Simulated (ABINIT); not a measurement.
**Sr (Strontium): phonons by linear response**

How does Sr (Strontium) vibrate, and is this structure a minimum?

Program: ABINIT 10.8.3. Level of theory: DFT PBEsol, scalar-relativistic, plane waves, PseudoDojo norm-conserving pseudopotentials. Results are calculated unless marked as measured.

### Step 1. Starting point

It takes space group Fm-3m (No. 225, cubic). Conventional cell: a = 6.085 Å, b = 6.085 Å, c = 6.085 Å, α = 90.00°, β = 90.00°, γ = 90.00°. Nearest to Sr lie 12 Sr at 4.30 Å.

### Step 2. A first look

A first run with smearing and empty bands tells whether the crystal has a gap, which decides between fixed occupations and smearing later on.

File probe.abi:

```
# ground state
tolvrs 1.0d-08
prtden 1
prtwf 1

# basis, mesh and filling
ecut 28.0
ngkpt 6 6 6
nshiftk 1
shiftk 0.0 0.0 0.0
istwfk *1
occopt 7
tsmear 0.005
nband 11
nstep 100
diemac 9.0
prtebands 0
prtgsr 0

# cell and atoms
acell 8.130608316 8.130608316 8.130608316
rprim 
    0.0 0.7071067812 0.7071067812
    0.7071067812 0.0 0.7071067812
    0.7071067812 0.7071067812 0.0
ntypat 1
znucl 38
natom 1
typat 1
xred 
    0.0 0.0 0.0
pp_dirpath "./pseudo"
pseudos "Sr.upf"
```

Run with:

```console
> OMP_NUM_THREADS=1 mpirun -n 4 abinit probe.abi > probe.log
```

Numbers of over 12 decimals in the logs are rounded to 6 here.

probe.abo, the main output file:

```text
[banners, grids, parts of the stress and lines that vanish by symmetry left out]
- input  file    -> probe.abi
- output file    -> probe.abo
- root for input  files -> probei
[...]
Symmetries : space group Fm -3 m (#225); Bravais cF (face-center cubic)
[...]
mpw =        2733          nfft =       64000          nkpt =          16
[...]
== DATASET  1 ==================================================================
[...]
cutoff_energies: {ecut:  28.0, pawecutdg:  -1.0, }
[...]
ETOT  1  -34.190554574390    -3.419E+01 3.123E-02 5.932E-01
 ETOT  2  -34.198521901127    -7.967E-03 3.130E-04 5.352E-02
 ETOT  3  -34.198525785690    -3.885E-06 2.799E-04 1.698E-03
 ETOT  4  -34.198526019387    -2.337E-07 1.545E-04 9.338E-05
 ETOT  5  -34.198526023780    -4.393E-09 1.816E-04 7.619E-06
 ETOT  6  -34.198526024489    -7.087E-10 1.484E-04 1.319E-08
 ETOT  7  -34.198526024492    -2.643E-12 1.602E-04 8.441E-11
 At SCF step    7       vres2   =  8.44E-11 < tolvrs=  1.00E-08 =>converged.
[...]
sigma(1 1)=  3.84164368E-05  sigma(3 2)=  0.00000000E+00
  sigma(2 2)=  3.84164368E-05  sigma(3 1)=  0.00000000E+00
  sigma(3 3)=  3.84164368E-05  sigma(2 1)=  0.00000000E+00
[...]
convergence: {deltae: -2.643E-12, res2:  8.441E-11, residm:  1.602E-04, diffor: null, }
etotal    :  -3.41985260E+01
[...]
sigma(1 1)=  3.84164368E-05  sigma(3 2)=  0.00000000E+00
  sigma(2 2)=  3.84164368E-05  sigma(3 1)=  0.00000000E+00
  sigma(3 3)=  3.84164368E-05  sigma(2 1)=  0.00000000E+00
[...]
- sigma(1 1)=  1.13025059E+00  sigma(3 2)=  0.00000000E+00
- sigma(2 2)=  1.13025059E+00  sigma(3 1)=  0.00000000E+00
- sigma(3 3)=  1.13025059E+00  sigma(2 1)=  0.00000000E+00
[...]
fcart     -0.0000000000E+00 -0.0000000000E+00 -0.0000000000E+00
           strten      3.8416436831E-05  3.8416436831E-05  3.8416436831E-05
================================================================================

[key lines of the parts left out:]
pressure_GPa:  -1.1303E+00
```

The job ended after 3.7 s (4 MPI ranks of Arm Neoverse V2, shared host; 14 s of CPU time).

Numbers from this step:

```yaml
volume_per_atom: 56.32 Å³
pressure: -1.130 GPa
gap_on_the_k_mesh: 0.05442 eV
```

A gap of 0.054 eV on this mesh is too small to trust, so smearing is kept; the printed pressure holds the stress of the finite basis too.

### Step 3. Relaxation

The harmonic expansion needs vanishing forces, and a free crystal bears no stress, so cell and atoms are brought to rest. Stress is more sensitive to the basis than forces are: the last 3 Ha under the cutoff are smoothed with ecutsm, and the cutoff is raised above that of the later runs.

File relax.abi:

```
# relaxation
ionmov 2
optcell 2
dilatmx 1.08
ntime 40
tolmxf 1.0d-05
tolvrs 1.0d-14
prtwf 0
prtden 0
chksymtnons 0

# basis, mesh and filling
ecut 35.0
ecutsm 3.0
ngkpt 8 8 8
nshiftk 1
shiftk 0.0 0.0 0.0
istwfk *1
occopt 7
tsmear 0.001
nband 11
nstep 100
diemac 9.0
prtebands 0
prtgsr 0

# cell and atoms
acell 8.130608316 8.130608316 8.130608316
rprim 
    0.0 0.7071067812 0.7071067812
    0.7071067812 0.0 0.7071067812
    0.7071067812 0.7071067812 0.0
ntypat 1
znucl 38
natom 1
typat 1
xred 
    0.0 0.0 0.0
pp_dirpath "./pseudo"
pseudos "Sr.upf"
```

Run with:

```console
> OMP_NUM_THREADS=1 mpirun -n 4 abinit relax.abi > relax.log
```

relax.abo, the main output file:

```text
[banners, grids, parts of the stress and lines that vanish by symmetry left out]
- input  file    -> relax.abi
- output file    -> relax.abo
- root for input  files -> relaxi
[...]
Symmetries : space group Fm -3 m (#225); Bravais cF (face-center cubic)
[...]
mpw =        4766          nfft =      110592          nkpt =          29
[...]
== DATASET  1 ==================================================================
[...]
cutoff_energies: {ecut:  35.0, pawecutdg:  -1.0, }
[...]
ETOT  1  -34.190092331947    -3.419E+01 3.023E-02 9.887E-01
 ETOT  2  -34.199520286495    -9.428E-03 1.100E-02 5.522E-02
 ETOT  3  -34.199521376458    -1.090E-06 5.088E-04 8.160E-04
 ETOT  4  -34.199521400998    -2.454E-08 1.893E-04 1.035E-04
 ETOT  5  -34.199521404487    -3.488E-09 1.410E-04 5.533E-07
[...]
At SCF step   10       vres2   =  2.63E-16 < tolvrs=  1.00E-14 =>converged.
[...]
sigma(1 1)=  3.24457952E-05  sigma(3 2)=  0.00000000E+00
  sigma(2 2)=  3.24457952E-05  sigma(3 1)=  0.00000000E+00
  sigma(3 3)=  3.24457952E-05  sigma(2 1)=  0.00000000E+00
[...]
convergence: {deltae:  3.126E-12, res2:  2.626E-16, residm:  1.334E-04, diffor: null, }
etotal    :  -3.41995214E+01
[...]
ETOT  1  -34.199541022238    -3.420E+01 1.115E-04 3.051E-01
[...]
At SCF step    9       vres2   =  8.62E-17 < tolvrs=  1.00E-14 =>converged.
[...]
sigma(1 1)=  3.14717626E-05  sigma(3 2)=  0.00000000E+00
  sigma(2 2)=  3.14717626E-05  sigma(3 1)=  0.00000000E+00
  sigma(3 3)=  3.14717626E-05  sigma(2 1)=  0.00000000E+00
[...]
convergence: {deltae:  2.451E-12, res2:  8.621E-17, residm:  1.060E-05, diffor: null, }
etotal    :  -3.41995568E+01
[...]
ETOT  1  -34.186128936777    -3.419E+01 1.678E-02 2.590E+02
[...]
At SCF step   10       vres2   =  2.34E-16 < tolvrs=  1.00E-14 =>converged.
[...]
sigma(1 1)= -1.37279084E-06  sigma(3 2)=  0.00000000E+00
  sigma(2 2)= -1.37279084E-06  sigma(3 1)=  0.00000000E+00
  sigma(3 3)= -1.37279084E-06  sigma(2 1)=  0.00000000E+00
[...]
convergence: {deltae: -1.812E-12, res2:  2.337E-16, residm:  1.547E-07, diffor: null, }
etotal    :  -3.42000534E+01
[...]
ETOT  1  -34.200034018638    -3.420E+01 1.186E-06 3.992E-01
[...]
ETOT  8  -34.200054221248     3.908E-13 4.137E-07 1.145E-14
 ETOT  9  -34.200054221249    -9.308E-13 3.483E-08 7.668E-17
 At SCF step    9       vres2   =  7.67E-17 < tolvrs=  1.00E-14 =>converged.
[...]
sigma(1 1)= -9.93848672E-09  sigma(3 2)=  0.00000000E+00
  sigma(2 2)= -9.93848672E-09  sigma(3 1)=  0.00000000E+00
  sigma(3 3)= -9.93848672E-09  sigma(2 1)=  0.00000000E+00
[...]
convergence: {deltae: -9.308E-13, res2:  7.668E-17, residm:  3.483E-08, diffor: null, }
etotal    :  -3.42000542E+01
[...]
At Broyd/MD step   4, gradients are converged :
[...]
sigma(1 1)= -9.93848672E-09  sigma(3 2)=  0.00000000E+00
  sigma(2 2)= -9.93848672E-09  sigma(3 1)=  0.00000000E+00
  sigma(3 3)= -9.93848672E-09  sigma(2 1)=  0.00000000E+00
[...]
- sigma(1 1)= -2.92400374E-04  sigma(3 2)=  0.00000000E+00
- sigma(2 2)= -2.92400374E-04  sigma(3 1)=  0.00000000E+00
- sigma(3 3)= -2.92400374E-04  sigma(2 1)=  0.00000000E+00
[...]
fcart     -0.0000000000E+00 -0.0000000000E+00 -0.0000000000E+00
           strten     -9.9384867150E-09 -9.9384867150E-09 -9.9384867150E-09
================================================================================

[key lines of the parts left out:]
pressure_GPa:   2.9240E-04
Total energy (etotal) [Ha]= -3.42000542212486E+01
```

The job ended after 35 s (4 MPI ranks).

Relaxation path:

| step | energy less that of the first step (eV) | largest force (eV/Å) | volume (Å³) |
| --- | --- | --- | --- |
| 1 | 0.0000 | 0.0000 | 56.32 |
| 2 | -0.0010 | 0.0000 | 56.16 |
| 3 | -0.0145 | 0.0000 | 51.46 |
| 4 | -0.0145 | 0.0000 | 51.64 |

| conventional cell, symmetrised | before | after | change |
| --- | --- | --- | --- |
| a (Å) | 6.085 | 5.911 | -2.9 % |
| b (Å) | 6.085 | 5.911 | -2.9 % |
| c (Å) | 6.085 | 5.911 | -2.9 % |
| volume (Å³/atom) | 56.32 | 51.64 | -8.3 % |

The relaxed structure:

```xyz
1
Lattice="0.0000 2.9556 2.9556 2.9556 0.0000 2.9556 2.9556 2.9556 0.0000" Properties=species:S:1:pos:R:3 pbc="T T T"
Sr    0.0000    0.0000    0.0000
```

Read from the output:

```yaml
volume_per_atom: 51.64 Å³
pressure: 2.92e-4 GPa
gap_on_the_k_mesh: 0.02286 eV
```

The volume changes by -8.3 % in this run and stands -8.3 % from the first cell.

### Step 4. Self-consistent run for the response

The response is built on these wavefunctions, so the potential is converged far more tightly than an energy would need. Smearing stays on, as the first look found no gap above 0.3 eV.

File gs.abi:

```
# ground state
tolvrs 1.0d-16
prtden 1
prtwf 1

# basis, mesh and filling
ecut 28.0
ngkpt 8 8 8
nshiftk 1
shiftk 0.0 0.0 0.0
istwfk *1
occopt 7
tsmear 0.001
nband 11
nstep 100
diemac 9.0
prtebands 0
prtgsr 0

# cell and atoms
acell 7.898647163 7.898647163 7.898647163
rprim 
    0.0 0.7071067812 0.7071067812
    0.7071067812 0.0 0.7071067812
    0.7071067812 0.7071067812 0.0
ntypat 1
znucl 38
natom 1
typat 1
xred 
    0.0 0.0 0.0
pp_dirpath "./pseudo"
pseudos "Sr.upf"
```

Run with:

```console
> OMP_NUM_THREADS=1 mpirun -n 4 abinit gs.abi > gs.log
```

gs.abo, the main output file:

```text
[banners, grids, parts of the stress and lines that vanish by symmetry left out]
- input  file    -> gs.abi
- output file    -> gs.abo
- root for input  files -> gsi
[...]
Symmetries : space group Fm -3 m (#225); Bravais cF (face-center cubic)
[...]
mpw =        2493          nfft =       64000          nkpt =          29
[...]
== DATASET  1 ==================================================================
[...]
cutoff_energies: {ecut:  28.0, pawecutdg:  -1.0, }
[...]
ETOT  1  -34.192583659347    -3.419E+01 3.202E-02 5.771E-01
 ETOT  2  -34.199710747557    -7.127E-03 8.533E-03 3.992E-02
 ETOT  3  -34.199714224777    -3.477E-06 5.350E-04 1.285E-03
 ETOT  4  -34.199714360282    -1.355E-07 2.575E-04 5.508E-05
 ETOT  5  -34.199714363472    -3.190E-09 1.477E-04 3.357E-06
[...]
ETOT  9  -34.199714363796    -1.670E-12 9.962E-05 1.762E-14
 ETOT 10  -34.199714363794     1.620E-12 3.740E-05 2.823E-17
 At SCF step   10       vres2   =  2.82E-17 < tolvrs=  1.00E-16 =>converged.
[...]
sigma(1 1)=  1.02335064E-05  sigma(3 2)=  0.00000000E+00
  sigma(2 2)=  1.02335064E-05  sigma(3 1)=  0.00000000E+00
  sigma(3 3)=  1.02335064E-05  sigma(2 1)=  0.00000000E+00
[...]
convergence: {deltae:  1.620E-12, res2:  2.823E-17, residm:  3.740E-05, diffor: null, }
etotal    :  -3.41997144E+01
[...]
sigma(1 1)=  1.02335064E-05  sigma(3 2)=  0.00000000E+00
  sigma(2 2)=  1.02335064E-05  sigma(3 1)=  0.00000000E+00
  sigma(3 3)=  1.02335064E-05  sigma(2 1)=  0.00000000E+00
[...]
- sigma(1 1)=  3.01080154E-01  sigma(3 2)=  0.00000000E+00
- sigma(2 2)=  3.01080154E-01  sigma(3 1)=  0.00000000E+00
- sigma(3 3)=  3.01080154E-01  sigma(2 1)=  0.00000000E+00
[...]
fcart     -0.0000000000E+00 -0.0000000000E+00 -0.0000000000E+00
           strten      1.0233506426E-05  1.0233506426E-05  1.0233506426E-05
================================================================================

[key lines of the parts left out:]
pressure_GPa:  -3.0108E-01
```

Elapsed: 7.2 s, on 4 MPI ranks; 28 s of CPU time.

Numbers from this step:

- pressure: -0.3011 GPa

The cell stands at -0.30 GPa: the relaxation ran with a smoothed and higher cutoff, and the difference is a stress of the finite basis.

[end of part 1 of 4]

[Host names and launcher messages were left out of these logs when they were recorded.]

[Logs are printed without paths, hosts, clocks, repeated set-up lines and the standing remarks that a program may print on its own settings, such as how far it seeks lower states.]

[Hosts, paths, dates, database ids (printed as entryN), source tags and the programs' standing remarks are cut or masked in the printed files.]
